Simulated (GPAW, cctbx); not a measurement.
# How far are the atoms of V2Ga4Pt from free atoms?

Aim: compute the bonding part of the density of V2Ga4Pt, find which reflections carry it, and see how it biases an ordinary refinement.

The cell comes from substitution in a known structure type and wasn't matched to any measured phase. All numbers below are calculated.

## Step 1: Find the equilibrium geometry

The density hangs on the geometry, so cell and atoms are relaxed first, with the symmetry held. The cutoff is set higher than for the density because stress converges slowly with plane waves.

Settings: GPAW 26.7.0, PBE, 570 eV, 5×5×5 k-points, Fermi–Dirac width 0.1 eV, spin-polarised, BFGS to 0.03 eV/Å.

```text
cell
1.0
     0.000000000    0.000000000    5.091000000
    -3.137500000    3.137500000    2.545500000
    -3.137500000   -3.137500000    2.545500000
Pt Ga V
1 4 2
Direct
0.000000000 0.000000000 0.000000000
0.303900000 0.392200000 0.000000000
0.696100000 0.607800000 0.000000000
0.696100000 0.000000000 0.607800000
0.303900000 0.000000000 0.392200000
0.750000000 0.500000000 0.500000000
0.250000000 0.500000000 0.500000000
```

```console
$ OMP_NUM_THREADS=1 mpirun -n 4 gpaw python run.py > gpaw.log
```

```text
BFGS:    0      -35.476060        1.545929
BFGS:    1      -35.636612        1.243399
BFGS:    2      -36.050082        0.685050
BFGS:    3      -36.093844        0.612056
...
BFGS:   11      -36.154530        0.077956
BFGS:   12      -36.156639        0.043599
BFGS:   13      -36.157547        0.015235
cell  5.3043 5.2484 5.2484  75.21 59.65 59.65
volume 108.799 A^3, largest force 0.009 eV/A, largest stress 0.16 GPa
```

After 13 steps the volume has changed by +8.5 % and the energy by -0.681 eV; the largest stress left is 0.16 GPa. It took 4.7 min on 4 cores of Intel(R) Xeon(R) Platinum 8375C CPU @ 2.90GHz (Ice Lake) (shared host), peak memory 1.4 GiB.

Relaxed structure: I4/mmm (no. 139), a = 6.4049 Å, b = 6.4049 Å, c = 5.3043 Å, α = 90.00°, β = 90.00°, γ = 90.00°.

| atom | mult. | x | y | z |
| --- | --- | --- | --- | --- |
| Pt1 | 2 | 0 | 0 | 0 |
| Ga1 | 8 | 0.7859 | 0.2141 | 1/2 |
| V1 | 4 | 0 | 1/2 | 3/4 |

## Step 2: Density and charge transfer

X-rays see the whole electron density, so the PAW density is rebuilt with its core regions. Subtracting spherical free atoms from the same code cancels the cores and leaves the deformation density Δρ, the part due to bonding.

Settings: PBE, 450 eV, 6×6×6 k-points, Fermi–Dirac width 0.1 eV, spin-polarised; primitive cell of 7 atoms.

```console
$ OMP_NUM_THREADS=1 mpirun -n 4 gpaw python run.py > gpaw.log
```

```text
|iter:   1|       0s |  -39.594549 | +0.37 |       |  +4.0125|
|iter:   2|       3s |  -36.346283 | -0.79 | -0.79 |  +3.9577|
|iter:   3|       6s |  -36.045209 | -1.98 | -1.02 |  +3.8207|
...
|iter:  15|      37s |  -36.061211c| -6.22 | -4.03c|  +0.0023|
|iter:  16|      39s |  -36.061215c| -6.99 | -4.51c|  +0.0010|
|iter:  17|      40s |  -36.061215c| -7.62c| -4.96c|  +0.0002|
```

```text
grid (54, 54, 54)  electrons 248.000  moved by bonding 1.531 e
deformation density beyond 0.5 A of the nuclei: max 0.494, min -0.340 e/A^3
atom        x       y       z   Voronoi charge  moment
Pt1    0.0000  0.0000  0.0000      0.126       0.00
Ga2    0.7141  0.2859  0.0000      0.035      -0.00
Ga3    0.2859  0.7141  0.0000      0.035      -0.00
Ga4    0.7141  0.7141  0.4282      0.035      -0.00
Ga5    0.2859  0.2859  0.5718      0.035      -0.00
V 6    0.2500  0.7500  0.5000     -0.133       0.00
V 7    0.7500  0.2500  0.5000     -0.133       0.00
mean inner potential of superposed free atoms 24.221 V
total magnetic moment 0.000 muB
```

Deformation density in a plane through the shortest contact of the Pt atom at the origin, in 0.01 e/Å³ (clipped at ±99); x from -1.6 to 4.2 Å, y from 2.4 down to -2.4 Å:

```text
  6   5  -1  -5   .   .  -4   4   5   7   9   6   4   3  -2  -6
  4   3   0  -5  -6  -6  -1   3   4   5   8   7   6   4  -4   .
  2   2   2   0   0   0   1   2   2   3   5   6   6   5  -2  -4
  2   2   2   2   2   2   2   2   2   2   4   5   6   5   0  -6
  2   2  -1  -4  -8  -5  -3   1   2   0  -1  -2   0   2   1  -2
  0   2  -4 -11   . -10  -6   0   2  -4  -6   .  -6  -4  -2  -2
  0   2  -6   .   .   . -12   0   1  -6   .   .   .  -7  -3  -2
  0   2  -4 -11   . -10  -6   0   2  -4  -6   .  -6  -4  -2  -2
  2   2  -1  -4  -8  -5  -3   1   2   0  -1  -2   0   2   1  -2
  2   2   2   2   2   2   2   2   2   2   4   5   6   5   0  -6
  2   2   2   0   0   0   1   2   2   3   5   6   6   5  -2  -4
  4   3   0  -5  -6  -6  -1   3   4   5   8   7   6   4  -4   .
  6   5  -1  -5   .   .  -4   4   5   7   9   6   4   3  -2  -6
```

Atoms in or within 0.15 Å of the plane: Pt (0.0, 0.0), Ga (2.6, 0.0) Å. Dots mark points within about 0.45 Å of a nucleus; large values next to them are atomic features.

V gains most (-0.13 e) and Pt loses most (+0.13 e), which isn't the order of electronegativity: valence and coordination count too, and Voronoi cells cut space at the midplane whatever the atoms' sizes. Along the shortest contact from the Pt atom at the map's origin, Pt–Ga at 2.59 Å, Δρ is +0.02 e/Å³ at the midpoint: little piles up between the atoms, as is usual in a metallic crystal, which this run finds. At the midpoints of other shortest contacts it is +0.03 (Ga–V, 2.64 Å), +0.09 (V–V, 2.65 Å) and +0.02 (Ga–Ga, 2.73 Å) e/Å³. Point values carry grid noise of about 0.01 e/Å³. The moments given at the start die out. The run needed 17 iterations, 53 s.

## Step 3: From the density to structure factors

The Fourier components of Δρ, added to those of the free atoms, give the static X-ray structure factors; the Mott–Bethe relation turns them into the Fourier components V of the potential that fast electrons feel.

```text
static structure factors of the conventional cell: F in electrons, V (Mott-Bethe) in volts
   h  k  l      d  |F| table  |F| free   |F| DFT   change   |V| free  |V| DFT  change %
   1  1  0  4.5289    77.756    77.521    76.380   -1.141     0.485    0.008    -98.3
   1  0  1  4.0852    95.221    95.053    95.085    0.032     1.932    1.920     -0.6
   2  0  0  3.2024    22.429    22.055    22.414    0.359     0.593    0.515    -13.1
   0  0  2  2.6521   267.644   267.735   267.649   -0.086     6.559    6.571      0.2
   2  1  1  2.5204   173.048   172.933   172.849   -0.084     4.412    4.423      0.3
   1  1  2  2.2886   205.007   204.620   203.591   -1.029     6.154    6.268      1.8
   2  2  0  2.2645   351.438   350.718   350.004   -0.714    10.603   10.680      0.7
   2  0  2  2.0426   105.269   104.519   103.892   -0.627     4.806    4.861      1.1
   3  1  0  2.0254    36.824    37.067    37.224    0.157     0.673    0.686      2.0
   3  0  1  1.9806   240.011   239.452   238.668   -0.784     5.934    5.999      1.1
   2  2  2  1.7221   202.846   202.159   201.946   -0.213     3.919    3.932      0.3
   1  0  3  1.7044    79.325    79.377    79.197   -0.180     1.295    1.306      0.8
   3  2  1  1.6844    20.295    20.642    20.608   -0.034     0.262    0.260     -0.8
   3  1  2  1.6097   146.949   146.814   146.512   -0.302     3.628    3.644      0.5
```

The largest X-ray change is -1.14 e on 110, 1.5 % of |F|. For electrons V goes as (Z − F)/g², so a change of F counts against Z − F, which is small at low angle and wherever the atoms' terms cancel: |V| of 110 moves by -98.3 % (0.48 to 0.01 V) against -1.5 % in |F|. These compare absolute values; so weak a component may also change sign. The tabulated Hartree–Fock atoms differ from the free DFT atoms by up to 0.75 e, so the choice of reference atom matters too.

## Step 4: Convergence

Cutoff and k-mesh: one is changed at a time, to find what the result needs.

| run | ΔF 110 (e) | ΔF 112 (e) | ΔF 301 (e) | q(V) (e) | moved (e) | time |
| --- | --- | --- | --- | --- | --- | --- |
| 450 eV 6×6×6 | -1.141 | -1.029 | -0.784 | -0.133 | 1.531 | 53 s |
| 250 eV 6×6×6 | -1.145 | -1.074 | -0.803 | -0.133 | 1.556 | 26 s |
| 350 eV 6×6×6 | -1.140 | -1.037 | -0.787 | -0.132 | 1.518 | 69 s |
| 750 eV 6×6×6 | -1.140 | -1.030 | -0.785 | -0.133 | 1.537 | 1.9 min |
| 450 eV 2×2×2 | -1.138 | -1.148 | -0.776 | -0.133 | 1.483 | 22 s |
| 450 eV 3×3×3 | -1.143 | -1.029 | -0.786 | -0.134 | 1.514 | 25 s |

Within 0.02 e of the base on all three: 450 eV 3×3×3, 350 eV 6×6×6 and 750 eV 6×6×6; the cheapest takes 0.47 of the base's time. The largest error, 0.119 e, comes with 450 eV 2×2×2. Times are from shared hosts.

## Step 5: Refining ordinary atoms against data with bonding

Routine crystallography fits spherical atoms. To see the bias, intensities are simulated from tabulated atoms plus the DFT change ΔF, so that bonding alone can misfit (7072 reflections of the full sphere, merged to the counts below, to 0.4 Å, 0.5 % proportional noise plus counting noise, assumed isotropic U as listed, Δρ smeared by the mean U) and refined with cctbx over different ranges.

```
                    range  data      R1  GooF  U Pt1 (true 0.0058)  U Ga1 (true 0.0083)  U V1 (true 0.0092)  largest shift (Å)  Δρ max, min (e/Å³)
                 all data   546  0.0040  1.06               0.0058               0.0083              0.0092             0.0001         0.72, -0.52
 low resolution, d > 0.84    75  0.0028  1.31               0.0057               0.0081              0.0092             0.0002         0.18, -0.17
     high order, d < 0.75   450  0.0046  1.01               0.0058               0.0083              0.0092             0.0002         0.64, -0.42
occupancies free, d > 0.7   117  0.0029  1.24               0.0057               0.0082              0.0092             0.0002         0.26, -0.22
```

With all data GooF is 1.06, diluted by the many high-angle data; the misfit shows at low resolution; the top residual peak lies 0.51 Å from V and 2.14 Å from V. No U is off by more than 3 s.u. at low resolution. With Pt1 held at 1 and the scale free, the other occupancies refine to Ga1 1.000(0.001) and V1 1.000(0.002), within three s.u. of full.

## Step 6: Answer

Bonding moves 1.53 e in the primitive cell of V2Ga4Pt and changes the structure factors of the conventional cell in the table above by at most 1.14 e (110, 1.5 %), and among reflections above 2 % of the strongest by up to 1.6 % (200). The shortest bond, Pt–Ga, has Δρ = +0.02 e/Å³ at its midpoint, with no localised bond charge. Within 0.02 e of the base on all three: 450 eV 3×3×3, 350 eV 6×6×6 and 750 eV 6×6×6; the cheapest takes 0.47 of the base's time. The largest error, 0.119 e, comes with 450 eV 2×2×2. With all data GooF is 1.06, diluted by the many high-angle data. Limits: static density, frozen cores, no spin–orbit coupling.

[Outputs are excerpts: Python notices, other lines and further rows are left out; steps that failed or that the build refused (PBEsol, TPSS) are not shown.]

[Logs are printed without paths, hosts, clocks, repeated set-up lines and the standing remarks that a program may print on its own settings, such as how far it seeks lower states.]
